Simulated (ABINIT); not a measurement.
# A GW chain in ABINIT: SiC (F-43m)

How does a plane-wave GW calculation on SiC (F-43m) run from the first input to the gap?

Main program and level: ABINIT 10.8.3; PBE and many-body steps on it, plane waves.

**What was measured.**

- Gap 2.4 eV: Tauc optical (indirect) gap of annealed polycrystalline 3C-SiC; UV-VIS spectroscopic ellipsometry, Tauc analysis; film (CVD ultrathin polycrystalline film, annealed, about 5 nm grains) (“On-Demand CMOS-Compatible Fabrication of Ultrathin Self-Aligned SiC Nanowire Arrays”, 2018, pmc:6267454).

- Gap 2.39 eV: band gap at cryogenic temperature; bulk crystal (literature value) (quoted in “Silicon carbide diodes for neutron detection”, 2020, arxiv:2009.14696).

This is a report of a sequence of runs, with most program output left out.

## 1. Starting point

Symmetry: F-43m, No. 216, cubic system. The conventional cell has a = 4.358 Å, b = 4.358 Å, c = 4.358 Å, α = 90.00°, β = 90.00°, γ = 90.00°. Nearest to Si lie 4 C at 1.89 Å. Nearest to C lie 4 Si at 1.89 Å. Farther neighbours are not listed.

The cell and positions come from the Crystallography Open Database and are kept as given unless a step says otherwise.

## 2. Ground state

This step: ABINIT 10.8.3; DFT, PBE, plane waves, norm-conserving pseudopotentials.

The ground-state density comes first.

run.abi reads:

```
acell 3*1.0 Angstrom
rprim 
  -0.000000000000 2.179000000000 2.179000000000
  2.179000000000 -0.000000000000 2.179000000000
  2.179000000000 2.179000000000 -0.000000000000
ntypat 2
znucl 14 6
natom 2
typat 1 2
xred 
  0.000000000000 0.000000000000 0.000000000000
  0.250000000000 0.250000000000 0.250000000000
pp_dirpath "pseudos"
pseudos "Si.upf, C.upf"
ecut 37
ngkpt 8 8 8
nshiftk 1
shiftk 0 0 0
kptopt 1
chksymbreak 0
nband 9
occopt 1
tolvrs 1e-10
nstep 60
prtwf 0
optforces 0
optstress 0
indata_prefix "in"
outdata_prefix "out"
tmpdata_prefix "tmp"
```

The run is started by

```
> OMP_NUM_THREADS=1 mpirun -n 8 abinit run.abi > log
```

Elapsed: 3.2 s, on 8 MPI ranks of Arm Neoverse V1, shared host; peak memory 0.47 GiB.

This step gave:

```
total energy               : -279.4551 eV
gap                        : 1.361 eV
k of the valence top       : 0, 0, 0
k of the conduction bottom : 0.5, 0.5, 0
least direct gap           : 4.553 eV
```

The gap is indirect, with the least direct gap 3.19 eV higher.

## 3. Bands along the symmetry lines

Levels along a band path, at the cheap level, show where the edges lie and whether the meshes to come will hold them.

run.abi reads:

```
acell 3*1.0 Angstrom
rprim 
  -0.000000000000 2.179000000000 2.179000000000
  2.179000000000 -0.000000000000 2.179000000000
  2.179000000000 2.179000000000 -0.000000000000
ntypat 2
znucl 14 6
natom 2
typat 1 2
xred 
  0.000000000000 0.000000000000 0.000000000000
  0.250000000000 0.250000000000 0.250000000000
pp_dirpath "pseudos"
pseudos "Si.upf, C.upf"
ecut 37
iscf -2
irdden 1
kptopt 0
nkpt 50
kpt 
  0.00000000 0.00000000 0.00000000
  -0.06250000 -0.06250000 0.00000000
  -0.12500000 -0.12500000 0.00000000
  -0.18750000 -0.18750000 0.00000000
  -0.25000000 -0.25000000 0.00000000
  -0.31250000 -0.31250000 0.00000000
  -0.37500000 -0.37500000 0.00000000
  -0.43750000 -0.43750000 0.00000000
  -0.50000000 -0.50000000 0.00000000
  -0.48437500 -0.48437500 0.03125000
  -0.46875000 -0.46875000 0.06250000
  -0.45312500 -0.45312500 0.09375000
  -0.43750000 -0.43750000 0.12500000
  -0.42187500 -0.42187500 0.15625000
  -0.40625000 -0.40625000 0.18750000
  -0.39062500 -0.39062500 0.21875000
  -0.37500000 -0.37500000 0.25000000
  -0.37500000 0.00000000 0.37500000
  -0.32812500 0.00000000 0.32812500
  -0.28125000 0.00000000 0.28125000
  -0.23437500 0.00000000 0.23437500
  -0.18750000 0.00000000 0.18750000
  -0.14062500 0.00000000 0.14062500
  -0.09375000 0.00000000 0.09375000
  -0.04687500 0.00000000 0.04687500
  0.00000000 0.00000000 0.00000000
  0.00000000 0.00000000 0.06250000
  0.00000000 0.00000000 0.12500000
  0.00000000 0.00000000 0.18750000
  0.00000000 0.00000000 0.25000000
  0.00000000 0.00000000 0.31250000
  0.00000000 0.00000000 0.37500000
  0.00000000 0.00000000 0.43750000
  0.00000000 0.00000000 0.50000000
  -0.06250000 -0.03125000 0.46875000
  -0.12500000 -0.06250000 0.43750000
  -0.18750000 -0.09375000 0.40625000
  -0.25000000 -0.12500000 0.37500000
  -0.31250000 -0.15625000 0.34375000
  -0.37500000 -0.18750000 0.31250000
  -0.43750000 -0.21875000 0.28125000
  -0.50000000 -0.25000000 0.25000000
  -0.50000000 -0.28125000 0.21875000
  -0.50000000 -0.31250000 0.18750000
  -0.50000000 -0.34375000 0.15625000
  -0.50000000 -0.37500000 0.12500000
  -0.50000000 -0.40625000 0.09375000
  -0.50000000 -0.43750000 0.06250000
  -0.50000000 -0.46875000 0.03125000
  -0.50000000 -0.50000000 0.00000000
istwfk *1
nband 11
nbdbuf 2
tolwfr 1e-08
nstep 40
prtwf 0
prtvol 0
indata_prefix "in"
outdata_prefix "out"
tmpdata_prefix "tmp"
```

Run time: 2.9 s. Hardware: 8 MPI ranks; peak memory 0.07 GiB.

Numbers from this step:

```yaml
gap: 1.361 eV
k_of_the_valence_top: 0, 0, 0
k_of_the_conduction_bottom: -0.5, -0.5, 0
least_direct_gap: 4.553 eV
```

The gap is 1.361 eV, as in the run before at this level.

The electronic bands at the labelled points (eV, zero at the top of the highest filled band; v1 is the highest filled band, c1 the lowest empty one):

| point | v4 | v3 | v2 | v1 | c1 | c2 | c3 | c4 |
| --- | --- | --- | --- | --- | --- | --- | --- | --- |
| Γ | -15.41 | 0.00 | 0.00 | 0.00 | 6.22 | 7.31 | 7.31 | 7.31 |
| halfway | -13.81 | -3.35 | -1.94 | -1.94 | 4.06 | 6.35 | 10.58 | 10.58 |
| X | -10.39 | -7.80 | -3.19 | -3.19 | 1.36 | 4.33 | 14.00 | 14.00 |
| halfway | -10.34 | -7.64 | -4.23 | -3.04 | 2.10 | 5.31 | 13.33 | 13.54 |
| U | -10.39 | -7.28 | -5.55 | -2.60 | 3.11 | 7.78 | 11.84 | 12.45 |
| jump to K | -10.39 | -7.28 | -5.55 | -2.60 | 3.11 | 7.78 | 11.84 | 12.45 |
| halfway | -13.64 | -4.48 | -2.93 | -0.54 | 6.77 | 7.84 | 8.25 | 9.05 |
| Γ | -15.41 | 0.00 | 0.00 | 0.00 | 6.22 | 7.31 | 7.31 | 7.31 |
| halfway | -14.21 | -4.30 | -0.61 | -0.61 | 5.99 | 7.91 | 7.91 | 9.35 |
| L | -11.84 | -8.54 | -1.05 | -1.05 | 5.43 | 7.23 | 7.23 | 10.05 |
| halfway | -11.20 | -7.83 | -3.71 | -2.26 | 5.25 | 7.28 | 10.15 | 11.00 |
| W | -10.16 | -7.03 | -4.99 | -4.69 | 5.21 | 9.44 | 9.45 | 9.79 |
| halfway | -10.28 | -7.49 | -4.07 | -4.05 | 3.06 | 6.02 | 11.94 | 13.32 |
| X | -10.39 | -7.80 | -3.19 | -3.19 | 1.36 | 4.33 | 14.00 | 14.00 |

## 4. Empty states on the mesh, 6×6×6 mesh, 107 bands

The sums over transitions need many empty states on a uniform mesh; this step solves for them.

run.abi reads:

```
acell 3*1.0 Angstrom
rprim 
  -0.000000000000 2.179000000000 2.179000000000
  2.179000000000 -0.000000000000 2.179000000000
  2.179000000000 2.179000000000 -0.000000000000
ntypat 2
znucl 14 6
natom 2
typat 1 2
xred 
  0.000000000000 0.000000000000 0.000000000000
  0.250000000000 0.250000000000 0.250000000000
pp_dirpath "pseudos"
pseudos "Si.upf, C.upf"
ecut 37
ngkpt 6 6 6
nshiftk 1
shiftk 0 0 0
kptopt 1
chksymbreak 0
irdden 1
istwfk *1
nband 107
prtvol 0
optdriver 6
gwr_task "HDIAGO"
paral_kgb 0
occopt 1
indata_prefix "in"
outdata_prefix "out"
tmpdata_prefix "tmp"
```

It took 8.2 s on 8 MPI ranks; peak memory 1.5 GiB.

This step gave:

```
gap                                                           : 1.361 eV
k of the valence top                                          : 0, 0, 0
k of the conduction bottom                                    : 0.5, 0.5, 0
least direct gap                                              : 4.553 eV
k points computed                                             : 16
lowest point of the top converged band, above the valence top : 141.1380 eV
```

On this mesh the gap is 1.361 eV.

## 5. Screening, 6×6×6 mesh, 99 bands, screening to 217.7 eV

The RPA dielectric matrix is built and inverted for each q.

This step: RPA screening on PBE, plane waves, norm-conserving pseudopotentials.

run.abi: that of step 4 with these lines changed.

```diff
@@ -20,10 +20,11 @@
 chksymbreak 0
-irdden 1
 istwfk *1
-nband 107
-prtvol 0
-optdriver 6
-gwr_task "HDIAGO"
-paral_kgb 0
 occopt 1
+irdwfk 1
+optdriver 3
+nband 99
+ecuteps 8
+inclvkb 2
+awtr 1
+symchi 1
 indata_prefix "in"
```

Elapsed: 22 s, on 8 MPI ranks; peak memory 1.1 GiB.

This step gave:

| Quantity | Value |
| --- | --- |
| ε∞ with local fields, on this mesh, along the program's q direction | 7.082 |
| the same without local fields | 7.743 |
| plasma frequency | 23.09 eV |
| plane waves in the screening matrix | 169 |

Local fields lower ε∞ by 9 %.

## 6. Self-energy, 6×6×6 mesh, 99 bands, screening to 217.7 eV

The self-energy is evaluated for the states that the input lists, and the levels follow from it, in one-shot runs by the linearised quasiparticle equation.

This step: G0W0 on PBE, plane waves, norm-conserving pseudopotentials.

run.abi: that of step 5 with these lines changed.

```diff
@@ -23,8 +23,17 @@
 irdwfk 1
-optdriver 3
+optdriver 4
 nband 99
+gwcalctyp 0
+ecutsigx 37
+symsigma 1
+nkptgw 2
+kptgw 
+  0.0000000000 0.0000000000 0.0000000000
+  0.5000000000 0.5000000000 0.0000000000
+bdgw 
+  2 8
+  3 6
 ecuteps 8
-inclvkb 2
-awtr 1
-symchi 1
+irdscr 1
+ppmodel 1
 indata_prefix "in"
```

It took 6.7 s on 8 MPI ranks; peak memory 1.2 GiB.

Numbers from this step:

```
G0W0 gap on the points computed              : 2.086 eV
starting gap on the mesh                     : 1.361 eV
k of the valence top                         : 0, 0, 0
k of the conduction bottom                   : 0.5, 0.5, 0
Z at the valence top                         : 0.792
Z at the conduction bottom                   : 0.82
least direct G0W0 gap on the computed points : 5.586 eV
```

The gap on the mesh goes from 1.36 eV to 2.09 eV, a correction of +0.72 eV.

Limits: finite bands, cutoff and mesh. v1 is the top filled band, c1 the lowest empty one. The levels before and after the correction (eV, zero at the valence-band top of each column):

|  | conduction bottom | valence top |
| --- | --- | --- |
| Kohn-Sham | 1.36 | 0.00 |
| G0W0 | 2.09 | 0.00 |

|  | level | energy (eV) |
| --- | --- | --- |
| Kohn-Sham | Γ v3-v1 | 0.000 |
| Kohn-Sham | Γ c1 | 6.223 |
| Kohn-Sham | Γ c2-c4 | 7.311 |
| Kohn-Sham | (0.5 0.5 0) v2-v1 | -3.192 |
| Kohn-Sham | (0.5 0.5 0) c1 | 1.361 |
| Kohn-Sham | (0.5 0.5 0) c2 | 4.333 |
| G0W0 | Γ v3-v1 | 0.000 |
| G0W0 | Γ c1 | 7.132 |
| G0W0 | Γ c2-c4 | 8.199 |
| G0W0 | (0.5 0.5 0) v2-v1 | -3.500 |
| G0W0 | (0.5 0.5 0) c1 | 2.086 |
| G0W0 | (0.5 0.5 0) c2 | 5.229 |

## 7. Where the time went

Times are wall times on 8 MPI ranks of Arm Neoverse V1, shared host, good to a factor of about two.

| step | time | share | memory (GiB) |
| --- | --- | --- | --- |
| ground state | 3.2 s | 7 % | 0.47 |
| bands along the symmetry lines | 2.9 s | 7 % | 0.07 |
| empty states on the mesh | 8.2 s | 19 % | 1.5 |
| screening | 22 s | 51 % | 1.1 |
| self-energy | 6.7 s | 16 % | 1.2 |

## 8. Summary of results

- PBE gap: 1.36 eV, indirect
- G0W0 gap on the mesh: 2.09 eV
- GW settings: 6×6×6 mesh, 99 bands, screening to 217.7 eV, Godby-Needs plasmon pole
- known limits: not at the basis limit

**Reading.** G0W0 moves the gap on the mesh from 1.36 eV to 2.09 eV (+0.72 eV), with Z of 0.79 and 0.82 at the edges. Local fields lower the RPA ε∞ on this mesh from 7.74 to 7.08. Only 2 of the mesh's irreducible points were corrected, so a valley elsewhere could overtake. The dearest step here is «screening». Against experiment, by G0W0@PBE: the gap of 2.09 eV lies −0.31 eV from the measured 2.4 eV (indirect, 2018); the gap of 2.09 eV lies −0.30 eV from the measured 2.39 eV (kind not stated, quoted 2020). The calculation has static nuclei and no excitons; a measured gap holds zero-point and thermal motion, which mostly lowers it. Against the values above the computed gap that would widen the miss. A likelier cause is too strong a screening: the start's gap is only 1.36 eV, and one shot does not repair that. Bands and cutoff are finite, so the gap is not at the basis limit. The miss can reach some tenths of an eV and take either sign; the mesh is an error of its own. In the G0W0 run levels were corrected at 2 k points alone, so a gap called «on the mesh» is the least over those, and an edge elsewhere would be missed.

[Paths, hosts, dates, memory and timing lines, banners, echoed tables and standing remarks are left out of the program output.]

[Logs are printed without paths, hosts, clocks, repeated set-up lines and the standing remarks that a program may print on its own settings, such as how far it seeks lower states.]

[Runs of the session that timed out or met a known fault of the program may be left out.]

[No measured gap is set beside runs whose start may be inverted or whose files or cutoffs have a known fault.]

[Hosts, paths, dates, database ids (printed as entryN), source tags and the programs' standing remarks are cut or masked in the printed files.]

[G0W0 gaps are taken among the corrected bands and points alone; a level outside them can change the order at an edge.]

[Where Ansatz stands beside ABINIT at settings called matched, ABINIT's density can come from a denser mesh and the files from another edition; pairs whose starting gaps differed by over 0.03 eV were left out, so agreement reads better than it is.]
